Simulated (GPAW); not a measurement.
**The basis that the transmission of a Si chain with one C atom in line needs**

Aim: T(E), conductance and thermopower of a Si chain with one C atom in line, and what cheaper settings cost in accuracy.

Program: GPAW 26.7.0. Level of theory: GPAW LCAO, PAW setups; Landauer transmission from Green's functions with principal layers (ASE), zero bias. Results are calculated unless marked as measured.

## (1) The structure

The cell holds 11 atoms: 10 Si and 1 C. Cell: a = 9.000 Å, b = 9.000 Å, c = 23.163 Å, α = 90.0°, β = 90.0°, γ = 90.0°. Regions: left lead, 5 atoms (5 Si); channel, 1 atom (1 C); right lead, 5 atoms (5 Si). Vacuum lies along a and b. The structure is stacked along c, and the current runs across the ab planes.

Structure file:

```cif
data_structure
_symmetry_space_group_name_H-M 'P 1'
_symmetry_Int_Tables_number 1
_cell_length_a 9.0000
_cell_length_b 9.0000
_cell_length_c 23.1630
_cell_angle_alpha 90.000
_cell_angle_beta 90.000
_cell_angle_gamma 90.000
_cell_volume 1876.20
loop_
_atom_site_label
_atom_site_type_symbol
_atom_site_fract_x
_atom_site_fract_y
_atom_site_fract_z
_atom_site_occupancy
Si1 Si 0.50000 0.50000 0.04749 1
Si2 Si 0.50000 0.50000 0.14247 1
Si3 Si 0.50000 0.50000 0.23745 1
Si4 Si 0.50000 0.50000 0.33243 1
Si5 Si 0.50000 0.50000 0.42741 1
C6 C 0.50000 0.50000 0.50000 1
Si7 Si 0.50000 0.50000 0.57259 1
Si8 Si 0.50000 0.50000 0.66757 1
Si9 Si 0.50000 0.50000 0.76255 1
Si10 Si 0.50000 0.50000 0.85753 1
Si11 Si 0.50000 0.50000 0.95251 1
```

## (2) Double-zeta polarised basis

The script solves lead and junction separately, takes H and S in the orbital basis, and joins semi-infinite leads through their self-energies; the dzp basis is the working standard.

File run.py:

```python
import json
import numpy as np
from ase import Atoms
from ase.transport.calculators import TransportCalculator
from gpaw import GPAW, FermiDirac
from gpaw.lcao.tools import get_lcao_hamiltonian
from scipy.linalg import eigh

# The junction with lead layers at both ends, along the third cell vector
device = Atoms(
    ['Si', 'Si', 'Si', 'Si', 'Si', 'C', 'Si', 'Si', 'Si', 'Si', 'Si'],
    positions=[
        [4.50000, 4.50000, 1.10000],
        [4.50000, 4.50000, 3.30000],
        [4.50000, 4.50000, 5.50000],
        [4.50000, 4.50000, 7.70000],
        [4.50000, 4.50000, 9.90000],
        [4.50000, 4.50000, 11.58150],
        [4.50000, 4.50000, 13.26300],
        [4.50000, 4.50000, 15.46300],
        [4.50000, 4.50000, 17.66300],
        [4.50000, 4.50000, 19.86300],
        [4.50000, 4.50000, 22.06300]],
    cell=[[9.0, 0.0, 0.0], [0.0, 9.0, 0.0], [0.0, 0.0, 23.163]],
    pbc=True)

# One principal layer of the lead: the first 3 atoms of the device
lead = Atoms(
    ['Si', 'Si', 'Si'],
    positions=[
        [4.50000, 4.50000, 1.10000],
        [4.50000, 4.50000, 3.30000],
        [4.50000, 4.50000, 5.50000]],
    cell=[[9.0, 0.0, 0.0], [0.0, 9.0, 0.0], [0.0, 0.0, 6.6]],
    pbc=True)

settings = dict(mode='lcao', basis='dzp', xc='PBE', h=0.2,
                occupations=FermiDirac(0.1), maxiter=250,
                mixer=dict(beta=0.1, nmaxold=8, weight=100.0),
                convergence=dict(density=0.0001))
energies = np.arange(-2, 2 + 1e-9, 0.05)
eta = 0.0001
n1, n2 = 1, 1
# k and -k transmit alike, so half of the mesh across the current serves
mesh = [(i, j) for i in range(n1) for j in range(n2) if (i, j) <= (-i % n1, -j % n2)]
weights = np.array([1 if (i, j) == (-i % n1, -j % n2) else 2 for i, j in mesh]) / (n1 * n2)

# [... helper functions left out ...]
fermi_lead = ground_state(lead, (1, 1, 17), 'lead.txt')
fermi_device = ground_state(device, (1, 1, 4), 'device.txt')
# [... loop over the mesh left out, but for ...]
        # Shift the lead onto the potential of the device's first layer
        shift = ((H[:, 0, 0] - H0[:, 0, 0]) / S0[0, 0]).real.mean()
# [...]
kT = 8.617333e-5 * 300
bias = [0.1, 0.2, 0.5, 1.0, 1.5, 2.0]
# [... integrals and printing left out ...]
```

Run with:

```sh
$ OMP_NUM_THREADS=1 OPENBLAS_NUM_THREADS=1 python run.py
```

The log of the run:

```text
basis functions: device 143, principal layer 39
Fermi level: lead -3.9218 eV, device -3.8851 eV; lead shifted by 0.0168 eV
largest coupling past the next layer 5.06e-05 eV, largest misfit of the first layer 0.078 eV
  E-E_F (eV)   T (one spin)  [channel counts left out]
    -2.000    6.0407e-12
    -1.950    6.2833e-12
    -1.900    6.6172e-12
    -1.850    7.0680e-12
    -1.800    7.6736e-12
    -1.750    8.4921e-12
    -1.700    9.6194e-12
    -1.650    1.1237e-11
    -1.600    1.3773e-11
    -1.550    1.8629e-11
    -1.500    3.2486e-11
    -1.450    1.0464e-10
    -1.400    9.3393e-10
    -1.350    5.9733e-08
    -1.300    4.3492e-01
    -1.250    7.4403e-01
[...]
1.650    2.0799e+00
     1.700    2.0869e+00
     1.750    2.0941e+00
     1.800    2.1011e+00
     1.850    2.1087e+00
     1.900    2.1159e+00
     1.950    2.1230e+00
     2.000    2.1301e+00
conductance at 300 K: 2.1668 G0 a cell; thermopower -0.3816 uV/K
current from the zero-bias T(E) at 0.1 V: 16.783 uA
current from the zero-bias T(E) at 0.2 V: 33.54 uA
current from the zero-bias T(E) at 0.5 V: 83.375 uA
current from the zero-bias T(E) at 1.0 V: 163.46 uA
current from the zero-bias T(E) at 1.5 V: 237.65 uA
current from the zero-bias T(E) at 2.0 V: 302.85 uA
```

It took 33 s on 1 thread of Arm Neoverse V1, shared host; peak memory 0.78 GiB.

This step gave:

* conductance: 2.167 G₀
* largest coupling past the next principal layer: 5.06e-5 eV
* largest misfit of the first principal layer: 0.07822 eV
* shift that aligns the lead: 0.01684 eV
* basis functions of the junction: 143
* basis functions of a principal layer: 39
* transmission at the Fermi level (one spin): 2.169

One spin. Transmission, zone mean against energy, zero at the Fermi level:

| energy (eV) | transmission, zone mean |
| --- | --- |
| -2.000 | 6.0e-12 |
| -1.800 | 7.7e-12 |
| -1.600 | 1.4e-11 |
| -1.400 | 9.3e-10 |
| -1.200 | 0.876 |
| -1.000 | 1.05 |
| -0.800 | 1.51 |
| -0.600 | 1.78 |
| -0.400 | 1.99 |
| -0.200 | 2.12 |
| 0.000 | 2.17 |
| 0.100 | 2.17 |
| 0.200 | 2.17 |
| 0.400 | 2.13 |
| 0.600 | 2.09 |
| 0.800 | 2.05 |
| 1.000 | 2.03 |
| 1.200 | 2.03 |
| 1.400 | 2.05 |
| 1.600 | 2.07 |
| 1.800 | 2.10 |
| 2.000 | 2.13 |

Not self-consistent under bias; the bias window is split evenly. The current through one cell, from the zero-bias transmission by bias:

| bias (V) | current through one cell, from the zero-bias transmission (μA) |
| --- | --- |
| 0.100 | 16.8 |
| 0.200 | 33.5 |
| 0.500 | 83.4 |
| 1.000 | 163 |
| 1.500 | 238 |
| 2.000 | 303 |

Transmission of the three most open eigenchannels against energy, zero at the Fermi level:

| energy (eV) | channel 1 | channel 2 | channel 3 |
| --- | --- | --- | --- |
| -2.00 | 3.0e-12 | 3.0e-12 | 0 |
| -1.85 | 3.5e-12 | 3.5e-12 | 0 |
| -1.70 | 4.8e-12 | 4.8e-12 | 0 |
| -1.60 | 8.5e-12 | 4.5e-12 | 0 |
| -1.45 | 3.9e-11 | 3.9e-11 | 2.2e-11 |
| -1.30 | 0.217 | 0.217 | 7.3e-11 |
| -1.15 | 0.473 | 0.473 | 4.2e-10 |
| -1.05 | 0.511 | 0.511 | 2.9e-9 |
| -0.90 | 0.555 | 0.555 | 0.172 |
| -0.75 | 0.611 | 0.611 | 0.366 |
| -0.60 | 0.677 | 0.677 | 0.429 |
| -0.50 | 0.722 | 0.722 | 0.448 |
| -0.35 | 0.781 | 0.781 | 0.464 |
| -0.20 | 0.822 | 0.822 | 0.471 |
| -0.05 | 0.844 | 0.844 | 0.473 |
| 0.00 | 0.848 | 0.848 | 0.473 |
| 0.05 | 0.850 | 0.850 | 0.472 |
| 0.20 | 0.848 | 0.848 | 0.470 |
| 0.35 | 0.838 | 0.838 | 0.466 |
| 0.50 | 0.825 | 0.825 | 0.461 |
| 0.60 | 0.816 | 0.816 | 0.457 |
| 0.75 | 0.805 | 0.805 | 0.450 |
| 0.90 | 0.799 | 0.799 | 0.443 |
| 1.05 | 0.798 | 0.798 | 0.436 |
| 1.15 | 0.801 | 0.801 | 0.431 |
| 1.30 | 0.808 | 0.808 | 0.424 |
| 1.45 | 0.819 | 0.819 | 0.417 |
| 1.60 | 0.831 | 0.831 | 0.411 |
| 1.70 | 0.840 | 0.840 | 0.407 |
| 1.85 | 0.853 | 0.853 | 0.402 |
| 2.00 | 0.866 | 0.866 | 0.398 |

Couplings past the next layer reach 5.1e-5 eV, small enough to drop; the matrix elements of the cell's first layer differ from the bulk lead's by up to 0.078 eV. That layer keeps its own values in the calculation, and only beyond it is the lead taken as perfect. The Fermi levels of lead and junction count from different zeros of potential, one for each periodic cell; with both set to zero, the small remaining shift is what aligns them. By hand: G = 2.167 × 77.48 μS = 168 μS, a resistance of 5.96 kΩ; at 0.1 V a linear junction would pass 16.8 μA, and the integral over the bias window gives 16.8 μA.

## (3) GPAW, szp: basis = "szp(dzp)"

The second zeta is dropped, the polarisation orbitals stay.

Changes to run.py since step 2:

```diff
@@ -36,3 +36,3 @@
 
-settings = dict(mode='lcao', basis='dzp', xc='PBE', h=0.2,
+settings = dict(mode='lcao', basis='szp(dzp)', xc='PBE', h=0.2,
                 occupations=FermiDirac(0.1), maxiter=250,
```

The log of the run:

```text
basis functions: device 99, principal layer 27
Fermi level: lead -4.6866 eV, device -4.6535 eV; lead shifted by 0.0079 eV
largest coupling past the next layer 5.09e-05 eV, largest misfit of the first layer 0.059 eV
  E-E_F (eV)   T (one spin)  [channel counts left out]
    -2.000    6.9025e-12
    -1.950    7.7353e-12
    -1.900    8.8430e-12
    -1.850    1.0326e-11
    -1.800    1.2337e-11
    -1.750    1.5110e-11
    -1.700    1.9022e-11
    -1.650    2.4694e-11
    -1.600    3.3195e-11
    -1.550    4.6466e-11
    -1.500    6.8269e-11
    -1.450    1.0653e-10
    -1.400    1.8024e-10
    -1.350    3.4641e-10
    -1.300    8.9100e-10
    -1.250    7.5353e-09
[...]
1.650    2.0537e+00
     1.700    2.0621e+00
     1.750    2.0705e+00
     1.800    2.0909e+00
     1.850    2.0873e+00
     1.900    2.0956e+00
     1.950    2.1038e+00
     2.000    2.1119e+00
conductance at 300 K: 2.1133 G0 a cell; thermopower -0.493 uV/K
current from the zero-bias T(E) at 0.1 V: 16.369 uA
current from the zero-bias T(E) at 0.2 V: 32.708 uA
current from the zero-bias T(E) at 0.5 V: 81.253 uA
current from the zero-bias T(E) at 1.0 V: 159 uA
current from the zero-bias T(E) at 1.5 V: 231.09 uA
current from the zero-bias T(E) at 2.0 V: 296.83 uA
```

Run time: 25 s. Hardware: 1 thread; peak memory 0.77 GiB.

This step gave:

```yaml
conductance: 2.113 G₀
largest_coupling_past_the_next_principal_layer: 5.09e-5 eV
largest_misfit_of_the_first_principal_layer: 0.05936 eV
shift_that_aligns_the_lead: 0.007901 eV
basis_functions_of_the_junction: 99
basis_functions_of_a_principal_layer: 27
transmission_at_the_fermi_level_one_spin: 2.115
```

One spin. The transmission, zone mean by energy, zero at the Fermi level:

| energy (eV) | transmission, zone mean |
| --- | --- |
| -2.00 | 6.9e-12 |
| -1.90 | 8.8e-12 |
| -1.80 | 1.2e-11 |
| -1.70 | 1.9e-11 |
| -1.55 | 4.6e-11 |
| -1.45 | 1.1e-10 |
| -1.35 | 3.5e-10 |
| -1.25 | 7.5e-9 |
| -1.15 | 0.573 |
| -1.05 | 1.07 |
| -0.90 | 1.38 |
| -0.80 | 1.50 |
| -0.70 | 1.61 |
| -0.60 | 1.72 |
| -0.50 | 1.81 |
| -0.40 | 1.91 |
| -0.25 | 2.03 |
| -0.15 | 2.08 |
| -0.05 | 2.11 |
| 0.00 | 2.12 |
| 0.05 | 2.12 |
| 0.10 | 2.12 |
| 0.15 | 2.12 |
| 0.25 | 2.11 |
| 0.40 | 2.08 |
| 0.50 | 2.06 |
| 0.60 | 2.04 |
| 0.70 | 2.02 |
| 0.80 | 2.00 |
| 0.90 | 1.99 |
| 1.05 | 1.99 |
| 1.15 | 1.99 |
| 1.25 | 2.00 |
| 1.35 | 2.01 |
| 1.45 | 2.02 |
| 1.55 | 2.04 |
| 1.70 | 2.06 |
| 1.80 | 2.09 |
| 1.90 | 2.10 |
| 2.00 | 2.11 |

Not self-consistent under bias; the bias window is split evenly. Current through one cell, from the zero-bias transmission against bias:

| bias (V) | current through one cell, from the zero-bias transmission (μA) |
| --- | --- |
| 0.100 | 16.4 |
| 0.200 | 32.7 |
| 0.500 | 81.3 |
| 1.000 | 159 |
| 1.500 | 231 |
| 2.000 | 297 |

The transmission of the three most open eigenchannels by energy, zero at the Fermi level:

| energy (eV) | channel 1 | channel 2 | channel 3 |
| --- | --- | --- | --- |
| -2.00 | 6.9e-12 | 0 | 0 |
| -1.90 | 8.8e-12 | 0 | 0 |
| -1.80 | 1.2e-11 | 0 | 0 |
| -1.70 | 1.9e-11 | 0 | 0 |
| -1.55 | 4.6e-11 | 0 | 0 |
| -1.45 | 1.1e-10 | 0 | 0 |
| -1.35 | 3.2e-10 | 1.1e-11 | 1.1e-11 |
| -1.25 | 2.9e-9 | 2.9e-9 | 1.8e-9 |
| -1.15 | 0.286 | 0.286 | 9.4e-8 |
| -1.05 | 0.436 | 0.436 | 0.202 |
| -0.90 | 0.519 | 0.519 | 0.341 |
| -0.80 | 0.560 | 0.560 | 0.381 |
| -0.70 | 0.603 | 0.603 | 0.404 |
| -0.60 | 0.649 | 0.649 | 0.418 |
| -0.50 | 0.690 | 0.690 | 0.427 |
| -0.40 | 0.740 | 0.740 | 0.433 |
| -0.25 | 0.794 | 0.794 | 0.438 |
| -0.15 | 0.818 | 0.818 | 0.439 |
| -0.05 | 0.834 | 0.834 | 0.439 |
| 0.00 | 0.838 | 0.838 | 0.439 |
| 0.05 | 0.841 | 0.841 | 0.438 |
| 0.15 | 0.842 | 0.842 | 0.437 |
| 0.25 | 0.838 | 0.838 | 0.435 |
| 0.40 | 0.826 | 0.826 | 0.431 |
| 0.50 | 0.816 | 0.816 | 0.427 |
| 0.60 | 0.807 | 0.807 | 0.424 |
| 0.70 | 0.799 | 0.799 | 0.420 |
| 0.80 | 0.794 | 0.794 | 0.417 |
| 0.90 | 0.791 | 0.791 | 0.413 |
| 1.05 | 0.791 | 0.791 | 0.407 |
| 1.15 | 0.794 | 0.794 | 0.403 |
| 1.25 | 0.800 | 0.800 | 0.399 |
| 1.35 | 0.807 | 0.807 | 0.395 |
| 1.45 | 0.816 | 0.816 | 0.391 |
| 1.55 | 0.825 | 0.825 | 0.388 |
| 1.70 | 0.840 | 0.840 | 0.383 |
| 1.80 | 0.855 | 0.855 | 0.380 |
| 1.90 | 0.859 | 0.859 | 0.377 |
| 2.00 | 0.868 | 0.868 | 0.375 |

The conductance, 2.11 G₀, lies 2.5 % below that of the dzp run.

## (4) GPAW, sz: basis = "sz(dzp)"

One function for each valence shell of the setup, as for a first survey of a large system.

Changes to run.py since step 3:

```diff
@@ -36,3 +36,3 @@
 
-settings = dict(mode='lcao', basis='szp(dzp)', xc='PBE', h=0.2,
+settings = dict(mode='lcao', basis='sz(dzp)', xc='PBE', h=0.2,
                 occupations=FermiDirac(0.1), maxiter=250,
```

The log of the run:

```text
basis functions: device 44, principal layer 12
Fermi level: lead -4.7919 eV, device -4.7640 eV; lead shifted by 0.0052 eV
largest coupling past the next layer 5.12e-05 eV, largest misfit of the first layer 0.044 eV
  E-E_F (eV)   T (one spin)  [channel counts left out]
    -2.000    7.2725e-12
    -1.950    9.0488e-12
    -1.900    1.1550e-11
[...]
1.950    2.2964e+00
     2.000    2.2999e+00
conductance at 300 K: 2.1796 G0 a cell; thermopower -0.6302 uV/K
current from the zero-bias T(E) at 0.1 V: 16.886 uA
current from the zero-bias T(E) at 0.2 V: 33.76 uA
current from the zero-bias T(E) at 0.5 V: 84.204 uA
current from the zero-bias T(E) at 1.0 V: 167.02 uA
current from the zero-bias T(E) at 1.5 V: 247.12 uA
current from the zero-bias T(E) at 2.0 V: 323.07 uA
```

Run time: 17 s. Hardware: 1 thread; peak memory 0.71 GiB.

This step gave:

| Quantity | Value |
| --- | --- |
| conductance | 2.180 G₀ |
| largest coupling past the next principal layer | 5.12e-5 eV |
| largest misfit of the first principal layer | 0.04438 eV |
| shift that aligns the lead | 0.005220 eV |
| basis functions of the junction | 44 |
| basis functions of a principal layer | 12 |
| transmission at the Fermi level (one spin) | 2.180 |

The conductance, 2.18 G₀, lies 0.6 % above that of the dzp run.

## (5) LDA in the dzp basis: xc = "LDA"

Back in the dzp basis, the functional changes from PBE to LDA, to set the spread between functionals beside that between bases.

Changes to run.py since step 4:

```diff
@@ -36,3 +36,3 @@
 
-settings = dict(mode='lcao', basis='sz(dzp)', xc='PBE', h=0.2,
+settings = dict(mode='lcao', basis='dzp', xc='LDA', h=0.2,
                 occupations=FermiDirac(0.1), maxiter=250,
```

The log of the run:

```text
basis functions: device 143, principal layer 39
Fermi level: lead -4.0571 eV, device -4.0251 eV; lead shifted by 0.0150 eV
largest coupling past the next layer 5.19e-05 eV, largest misfit of the first layer 0.075 eV
  E-E_F (eV)   T (one spin)  [channel counts left out]
    -2.000    6.2665e-12
    -1.950    6.5587e-12
    -1.900    6.9585e-12
[...]
1.950    2.1150e+00
     2.000    2.1224e+00
conductance at 300 K: 2.1503 G0 a cell; thermopower -0.4257 uV/K
current from the zero-bias T(E) at 0.1 V: 16.656 uA
current from the zero-bias T(E) at 0.2 V: 33.285 uA
current from the zero-bias T(E) at 0.5 V: 82.732 uA
current from the zero-bias T(E) at 1.0 V: 162.15 uA
current from the zero-bias T(E) at 1.5 V: 235.72 uA
current from the zero-bias T(E) at 2.0 V: 301.21 uA
```

Run time: 27 s. Hardware: 1 thread; peak memory 0.77 GiB.

Numbers from this step:

| Property | Result |
| --- | --- |
| conductance | 2.150 G₀ |
| largest coupling past the next principal layer | 5.19e-5 eV |
| largest misfit of the first principal layer | 0.07477 eV |
| shift that aligns the lead | 0.01500 eV |
| basis functions of the junction | 143 |
| basis functions of a principal layer | 39 |
| transmission at the Fermi level (one spin) | 2.152 |

The conductance, 2.15 G₀, lies 0.8 % below that of the dzp run.

## (6) The ladder

Times are for 1 thread of Arm Neoverse V1, shared host. The runs compared:

| no. | run | conductance (G₀) | time | memory (GiB) |
| --- | --- | --- | --- | --- |
| 1 | dzp | 2.167 | 33 s | 0.78 |
| 2 | szp | 2.113 | 25 s | 0.77 |
| 3 | sz | 2.180 | 17 s | 0.71 |
| 4 | dzp LDA | 2.150 | 27 s | 0.77 |

## (7) The levels side by side

The curves are compared point by point over the common energies.

This step: comparison of transmission and cost over codes and levels (GPAW 26.7.0).

Ladder, by row:

| step | code | T at the Fermi level (sum over the listed spins) | conductance (G0) | r.m.s. T(E) from the first | wall time (s) | peak memory (GiB) | threads |
| --- | --- | --- | --- | --- | --- | --- | --- |
| dzp | GPAW | 2.169 | 2.167 | 0 | 32.84 | 0.78 | 1 |
| szp | GPAW | 2.115 | 2.113 | 0.1421 | 24.96 | 0.77 | 1 |
| sz | GPAW | 2.18 | 2.18 | 0.185 | 16.82 | 0.71 | 1 |
| dzp-LDA | GPAW | 2.152 | 2.15 | 0.02749 | 27.08 | 0.77 | 1 |

The transmission, zone mean, sum over the listed spins by energy, zero at the Fermi level:

| energy (eV) | dzp | szp | sz | dzp-LDA |
| --- | --- | --- | --- | --- |
| -2.0000 | 6.0e-12 | 6.9e-12 | 7.3e-12 | 6.3e-12 |
| -1.7500 | 8.5e-12 | 1.5e-11 | 2.9e-11 | 9.2e-12 |
| -1.5000 | 3.2e-11 | 6.8e-11 | 4.9e-10 | 3.2e-11 |
| -1.2500 | 0.744 | 7.5e-9 | 0.902 | 0.659 |
| -1.0000 | 1.05 | 1.21 | 1.55 | 1.04 |
| -0.7500 | 1.59 | 1.56 | 1.82 | 1.58 |
| -0.5000 | 1.89 | 1.81 | 2.00 | 1.87 |
| -0.2500 | 2.09 | 2.03 | 2.11 | 2.07 |
| 0.0000 | 2.17 | 2.12 | 2.18 | 2.15 |
| 0.1000 | 2.17 | 2.12 | 2.20 | 2.16 |
| 0.2500 | 2.16 | 2.11 | 2.21 | 2.15 |
| 0.5000 | 2.11 | 2.06 | 2.22 | 2.10 |
| 0.7500 | 2.06 | 2.01 | 2.23 | 2.05 |
| 1.0000 | 2.03 | 1.99 | 2.23 | 2.02 |
| 1.2500 | 2.04 | 2.00 | 2.24 | 2.02 |
| 1.5000 | 2.06 | 2.03 | 2.26 | 2.05 |
| 1.7500 | 2.09 | 2.07 | 2.28 | 2.09 |
| 2.0000 | 2.13 | 2.11 | 2.30 | 2.12 |

(Part 1 of 2 ends here.)

[Logs are printed without paths, hosts, clocks, repeated set-up lines and the standing remarks that a program may print on its own settings, such as how far it seeks lower states.]

[Hosts, paths, dates, database ids (printed as entryN), source tags and the programs' standing remarks are cut or masked in the printed files.]
